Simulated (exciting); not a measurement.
# Core excitons at the Lu L₃ edge of LuF3

Aim: the Lu L₃ absorption edge of LuF3 with the electron–hole interaction treated explicitly, and what each term of the kernel does.

Program: exciting sodium. Level of theory: X-ray absorption, core-level Bethe-Salpeter equation, exchange and statically screened direct term, Tamm-Dancoff, all-electron LAPW+lo LDA. Results are calculated unless marked as measured.

### Step 1. Starting point

Symmetry: P-3m1, No. 164, trigonal system. Conventional cell: a = 3.816 Å, b = 3.816 Å, c = 4.207 Å, α = 90.00°, β = 90.00°, γ = 120.00°. Nearest to Lu lie 8 F at 2.10 to 2.25 Å. F has 2 Lu at 2.10 Å nearest. F has 3 Lu at 2.25 Å nearest. Farther neighbours and most contacts between anions are not listed.

Structure file:

```xyz
4
Lattice="3.8159 0.0000 0.0000 -1.9079 3.3047 0.0000 0.0000 0.0000 4.2072" Properties=species:S:1:pos:R:3 pbc="T T T"
Lu    0.0000    0.0000    2.1036
F     0.0000    0.0000    0.0000
F     1.9079    1.1016    1.6408
F     0.0000    2.2031    2.5663
```

Differences between curves are given as r.m.s. difference over r.m.s. height.

### Step 2. Ground state

The species files are the program's own, with muffin-tin radii set in the input.

Input file input.xml:

```
<input>
  <title>LuF3</title>
  <structure speciespath="." autormt="false" epslat="1.0e-5">
    <crystal>
      <basevect>7.2109789624 0.0000000000 0.0000000000</basevect>
      <basevect>-3.6054894811 6.2448909675 0.0000000000</basevect>
      <basevect>0.0000000000 0.0000000000 7.9504307112</basevect>
    </crystal>
    <species speciesfile="Lu.xml" rmt="2.235">
      <atom coord="0.0000000000 0.0000000000 0.5000000000"/>
    </species>
    <species speciesfile="F.xml" rmt="1.621">
      <atom coord="0.0000000000 0.0000000000 0.0000000000"/>
      <atom coord="0.6666666667 0.3333333333 0.3900106700"/>
      <atom coord="0.3333333333 0.6666666667 0.6099893300"/>
    </species>
  </structure>
  <groundstate do="fromscratch" xctype="LDA_PW" ngridk="4 4 4" rgkmax="7" gmaxvr="14" nempty="8" swidth="0.001" maxscl="100" epsengy="1e-5"/>
</input>
```

On the command line:

```sh
$ OMP_NUM_THREADS=1 mpirun -n 4 exciting
```

Numbers of over 12 decimals in the logs are rounded to 6 here.

Output:

```text
EXCITING SODIUM started
********************************************************************************
* Ground-state run starting from atomic densities                              *
********************************************************************************
+ Starting initialization                                                      +
[... lattice and species ...]
 Spin treatment                             :    spin-unpolarised
 Number of Bravais lattice symmetries       :      24
[...]
+ Self-consistent loop stopped                                                 +
 STATE.OUT is written
********************************************************************************
* Groundstate module stopped                                                   *
********************************************************************************
 Total time spent (seconds)                 :        36.09
- CAUTION! Warnings have been written in file WARNING.OUT !                    -
| EXCITING SODIUM stopped                                                      =
[key lines of the parts left out:]
Total energy                               :    -14870.74143793
Fermi energy                               :         0.16377746
```

The job ended after 38 s (4 MPI ranks of Intel Xeon Platinum 8375C at 2.90GHz (Ice Lake), shared host).

The warnings file holds hints only, no warning.

The mesh shows a gap of 6.56 eV. Core levels (Dirac, from the valence top):

```csv
atom,level,energy (eV)
Lu,3s1/2,-2423.8
Lu,3p1/2,-2208.5
Lu,3p3/2,-1970.4
Lu,3d3/2,-1603.8
Lu,3d5/2,-1551.8
Lu,4s1/2,-474.7
Lu,4p1/2,-387.0
Lu,4p3/2,-332.6
Lu,4d3/2,-188.3
Lu,4d5/2,-178.4
F,1s1/2,-647.4
```

### Step 3. A richer basis for the empty states

Each species file gets more local orbitals, built from u and its energy derivative at 0.15 Ha and u at 0.9 Ha.

input.xml is that of step 2.

Input file SPECIES.xml, added lines:

```
<lo l="L">  <!-- L = 0, 1, 2, and 3 from Cs on -->
  <wf matchingOrder="0" trialEnergy="0.1500" searchE="false"/>
  <wf matchingOrder="1" trialEnergy="0.1500" searchE="false"/>
  <wf matchingOrder="0" trialEnergy="0.9000" searchE="false"/>
</lo>
```

On the command line:

```sh
$ OMP_NUM_THREADS=1 mpirun -n 4 exciting
```

Output:

```text
EXCITING SODIUM started
********************************************************************************
* Ground-state run starting from atomic densities                              *
********************************************************************************
+ Starting initialization                                                      +
[... lattice and species ...]
 Spin treatment                             :    spin-unpolarised
 Number of Bravais lattice symmetries       :      24
[...]
+ Self-consistent loop stopped                                                 +
 STATE.OUT is written
********************************************************************************
* Groundstate module stopped                                                   *
********************************************************************************
 Total time spent (seconds)                 :        41.58
- CAUTION! Warnings have been written in file WARNING.OUT !                    -
| EXCITING SODIUM stopped                                                      =
[key lines of the parts left out:]
Total energy                               :    -14870.74337892
Fermi energy                               :         0.16458432
```

Run time: 44 s. Hardware: 4 MPI ranks.

Against the first ground state the total energy moves by -13 meV an atom and the gap by -0.02 eV.

### Step 4. Screening, kernels and BSE for Lu atom 1

The absorber has 2 F at 2.10 Å and 6 F at 2.25 Å (distorted cubic, site symmetry -3m).

Edit input.xml of step 3 so:

```diff
@@ -17,3 +17,19 @@
   </structure>
-  <groundstate do="fromscratch" xctype="LDA_PW" ngridk="4 4 4" rgkmax="7" gmaxvr="14" nempty="8" swidth="0.001" maxscl="100" epsengy="1e-5"/>
+  <groundstate do="skip" xctype="LDA_PW" ngridk="4 4 4" rgkmax="7" gmaxvr="14" nempty="8" swidth="0.001" maxscl="100" epsengy="1e-5"/>
+  <xs xstype="BSE" ngridk="4 4 4" ngridq="4 4 4" vkloff="0.097 0.273 0.493" rgkmax="7" nempty="29" gqmax="3" lmaxapwwf="5" lmaxemat="3" broad="0.08599" tevout="true">
+    <energywindow intv="335.181 336.798" points="439"/>
+    <screening screentype="full" nempty="48"/>
+    <BSE xas="true" xasspecies="1" xasatom="1" xasedge="L3" bsetype="singlet" nstlxas="1 25"/>
+    <qpointset>
+      <qpoint>0 0 0</qpoint>
+    </qpointset>
+    <plan>
+      <doonly task="xsgeneigvec"/>
+      <doonly task="writepmatxs"/>
+      <doonly task="scrgeneigvec"/>
+      <doonly task="scrwritepmat"/>
+      <doonly task="screen"/>
+      <doonly task="scrcoulint"/>
+    </plan>
+  </xs>
 </input>
```

Input file input.xml for the exchange start (cutoff and plan only):

```
  gqmax="2"
  <plan>
    <doonly task="exccoulint"/>
  </plan>
```

Input file input.xml for the last start (plan only):

```
  <plan>
    <doonly task="bse"/>
  </plan>
```

On the command line:

```sh
$ OMP_NUM_THREADS=1 mpirun -n 4 exciting
$ OMP_NUM_THREADS=1 mpirun -n 4 exciting
$ OMP_NUM_THREADS=4 exciting
```

Output:

```text
| EXCITING SODIUM started for task xsgeneigvec ( 301)                          =
One-shot GS runs for BSE calculations
One-shot GS runs for k+qmt/2 grids
Info(xsgeneigvec): Generating eigenvectors for Q-point      1
Info(xsgeneigvec): Generation of eigenvectors finished
| EXCITING SODIUM started for task writepmatxs ( 320)                          =
Info(writepmatxs): Momentum matrix elements finished
| EXCITING SODIUM started for task scrgeneigvec ( 401)                         =
One-shot GS runs for BSE calculations
One-shot GS runs for k+qmt/2 grids
[...]
Info(setup_bse_block): Setting up RR part of hamiltonian
Info(setup_bse_block): Singlet spin state
Info(bse): Diagonalizing RR Hamiltonian (TDA)
Info(bse): Invoking Lapack routine ZHEEVR
      6400 eigen solutions found in the interval:
         i1=       1 i2=    6400
Info(bse): Writing excition energies and oscillator strengths to text file.
Info(makespectrum_dist): Making spectrum using formula for coupling with time reversed AR basis.
Info(makespectrum_dist): Using formalism for vanishing momentum transfer.
Info(writederived): Writing quantities derived from the macroscopic dielectric function.
Info(bselauncher): Spectrum finished for iqmt=  1
Info(bselauncher): All done for BSE type singlet
```

Run time: 21 min. Hardware: 4 MPI ranks.

Wall time by task: xsgeneigvec 11 s, writepmatxs 14 s, scrgeneigvec 7.3 s, scrwritepmat 5.1 s, screen 3 min, scrcoulint 5.3 min, exccoulint 9.5 min, bse 2.7 min.

The Lu L₃ spectrum of Lu atom 1 (energy from the Kohn–Sham onset, core level to the lowest empty state found on the meshes used, 9132.75 eV; the ground-state mesh sets it, and the shifted mesh has its lowest transition 0.41 eV above it; Im ε scaled to the maximum of the singlet run; cut below the end of the band set):

```csv
E (eV),isotropic,ε ⊥ c,ε ∥ c
-12.0,0.08,0.08,0.08
-11.5,0.09,0.09,0.09
-11.0,0.09,0.09,0.09
-10.5,0.11,0.11,0.11
-10.0,0.12,0.12,0.12
-9.5,0.14,0.14,0.14
-9.0,0.16,0.16,0.16
-8.5,0.18,0.18,0.18
-8.0,0.21,0.21,0.21
-7.5,0.25,0.25,0.25
-7.0,0.30,0.30,0.30
-6.5,0.36,0.36,0.36
-6.0,0.44,0.43,0.44
-5.5,0.53,0.53,0.53
-5.0,0.64,0.64,0.64
-4.5,0.75,0.76,0.75
-4.0,0.85,0.87,0.83
-3.5,0.93,0.95,0.88
-3.0,0.98,1.01,0.91
-2.5,1.00,1.04,0.92
-2.0,0.99,1.02,0.93
-1.5,0.94,0.95,0.92
-1.0,0.86,0.84,0.90
-0.5,0.77,0.73,0.83
0.0,0.67,0.63,0.75
0.5,0.58,0.54,0.65
1.0,0.50,0.47,0.55
1.5,0.43,0.41,0.47
2.0,0.38,0.36,0.41
2.5,0.33,0.32,0.35
3.0,0.30,0.29,0.32
3.5,0.27,0.27,0.28
4.0,0.25,0.25,0.26
4.5,0.23,0.23,0.24
5.0,0.22,0.22,0.22
5.5,0.20,0.20,0.21
6.0,0.19,0.19,0.19
6.5,0.18,0.18,0.18
7.0,0.17,0.17,0.17
7.5,0.16,0.16,0.16
8.0,0.16,0.16,0.16
8.5,0.15,0.15,0.16
9.0,0.15,0.15,0.15
9.5,0.15,0.15,0.15
10.0,0.15,0.15,0.15
10.5,0.16,0.16,0.16
11.0,0.16,0.16,0.16
11.5,0.17,0.17,0.17
12.0,0.17,0.17,0.17
12.5,0.18,0.18,0.18
13.0,0.19,0.19,0.18
13.5,0.19,0.19,0.19
14.0,0.19,0.20,0.19
14.5,0.19,0.20,0.19
15.0,0.19,0.20,0.18
15.5,0.19,0.19,0.18
16.0,0.19,0.19,0.18
16.5,0.18,0.19,0.17
17.0,0.18,0.18,0.16
17.5,0.17,0.18,0.16
18.0,0.16,0.17,0.15
18.5,0.16,0.17,0.15
19.0,0.15,0.16,0.14
19.5,0.15,0.15,0.14
20.0,0.14,0.15,0.14
20.5,0.14,0.14,0.13
21.0,0.13,0.13,0.13
21.5,0.13,0.13,0.12
22.0,0.12,0.12,0.12
22.5,0.11,0.12,0.11
```

Maxima (height): -2.4 eV (1.00) and 14.4 eV (0.19).

The Hamiltonian has 6400 rows. The lowest groups of eigenvalues and the brightest ones, on the scale above (the program counts from the shifted mesh's onset, 0.41 eV higher). Core spinors bring spin-forbidden partners, so dark means forbidden by spin or by symmetry, and the shifted mesh splits states that symmetry would keep together:

```csv
energy (eV),states within 10 meV,relative strength
-3.924,8,0.91
-2.169,8,1.00
-1.080,4,0.12
-0.896,4,0.34
-0.391,4,dark
-0.280,4,0.0034
-0.015,4,0.062
13.733,4,0.020
13.846,4,0.014
```

### Step 5. Independent particles

Edit input.xml of step 4 so:

```diff
@@ -21,3 +21,3 @@
     <screening screentype="full" nempty="48"/>
-    <BSE xas="true" xasspecies="1" xasatom="1" xasedge="L3" bsetype="singlet" nstlxas="1 25"/>
+    <BSE xas="true" xasspecies="1" xasatom="1" xasedge="L3" bsetype="IP" nstlxas="1 25"/>
     <qpointset>
@@ -26,8 +26,3 @@
     <plan>
-      <doonly task="xsgeneigvec"/>
-      <doonly task="writepmatxs"/>
-      <doonly task="scrgeneigvec"/>
-      <doonly task="scrwritepmat"/>
-      <doonly task="screen"/>
-      <doonly task="scrcoulint"/>
+      <doonly task="bse"/>
     </plan>
```

On the command line:

```sh
$ OMP_NUM_THREADS=4 exciting
```

Output:

```text
| EXCITING SODIUM started for task bse ( 445)                                  =
Info(bselauncher): Init time:    1.247509
Info(bselauncher): Setting up and diagonalizing BSE Hamiltonian.
Info(bselauncher): Using momentum transfer vectors from list :   1 to  1
Info(bselauncher): Distributing qmt-points over   1 processes.
Info(bselauncher): BSE type: IP
Info(bselauncher): Momentum transfer list index: iqmt=  1
Info(bselauncher): Momentum transfer: vqmtl=   0.000   0.000   0.000
Info(bse): Inspecting occupations...
Info(setranges_modxs): Number of non-reduced k-points:       64
[...]
highest unoccupied state:  48
  Opening gap with a scissor of:      0.000/H      0.000/eV
Info(select_transitions): Number of participating transitions:    6400
Info(bse): Selecting transitions...
Info(bse):bsegap (eV):  9133.155242
Info(bse): IP requested, nothing much to do
Info(bse): Writing excition energies and oscillator strengths to text file.
Info(makespectrum_dist): Making spectrum using formula for coupling with time reversed AR basis.
Info(makespectrum_dist): Using formalism for vanishing momentum transfer.
Info(writederived): Writing quantities derived from the macroscopic dielectric function.
Info(bselauncher): Spectrum finished for iqmt=  1
Info(bselauncher): All done for BSE type IP
```

Run time: 3 s. Hardware: 4 threads.

Maxima (height): 3.9 eV (0.82) and 17.9 eV (0.26). Against the singlet run the r.m.s. difference is 87 %. Moving the earlier curve by +6.2 eV leaves 16 %. The highest maximum lies at 3.9 eV (0.82), against -2.4 eV (1.00).

### Step 6. Exchange alone

Edit input.xml of step 5 so:

```diff
@@ -21,3 +21,3 @@
     <screening screentype="full" nempty="48"/>
-    <BSE xas="true" xasspecies="1" xasatom="1" xasedge="L3" bsetype="IP" nstlxas="1 25"/>
+    <BSE xas="true" xasspecies="1" xasatom="1" xasedge="L3" bsetype="RPA" nstlxas="1 25"/>
     <qpointset>
```

On the command line:

```sh
$ OMP_NUM_THREADS=4 exciting
```

Output:

```text
| EXCITING SODIUM started for task bse ( 445)                                  =
Info(bselauncher): Init time:    1.258452
Info(bselauncher): Setting up and diagonalizing BSE Hamiltonian.
Info(bselauncher): Using momentum transfer vectors from list :   1 to  1
Info(bselauncher): Distributing qmt-points over   1 processes.
Info(bselauncher): BSE type: RPA
Info(bselauncher): Momentum transfer list index: iqmt=  1
Info(bselauncher): Momentum transfer: vqmtl=   0.000   0.000   0.000
Info(bse): Inspecting occupations...
Info(setranges_modxs): Number of non-reduced k-points:       64
[...]
Info(setup_bse_block): Setting up RR part of hamiltonian
Info(setup_bse_block): Using RPA approximation
Info(bse): Diagonalizing RR Hamiltonian (TDA)
Info(bse): Invoking Lapack routine ZHEEVR
      6400 eigen solutions found in the interval:
         i1=       1 i2=    6400
Info(bse): Writing excition energies and oscillator strengths to text file.
Info(makespectrum_dist): Making spectrum using formula for coupling with time reversed AR basis.
Info(makespectrum_dist): Using formalism for vanishing momentum transfer.
Info(writederived): Writing quantities derived from the macroscopic dielectric function.
Info(bselauncher): Spectrum finished for iqmt=  1
Info(bselauncher): All done for BSE type RPA
```

Wall time 2.6 min (4 threads).

Maxima (height): 3.9 eV (0.82) and 17.9 eV (0.26). The spectrum is that of the independent-particle run within 1 %.

[end of part 1 of 2]

[Banner, clock and machine lines of the logs are left out without a mark of their own.]

[Logs are printed without paths, hosts, clocks, repeated set-up lines and the standing remarks that a program may print on its own settings, such as how far it seeks lower states.]

[Hosts, paths, dates, database ids (printed as entryN), source tags and the programs' standing remarks are cut or masked in the printed files.]
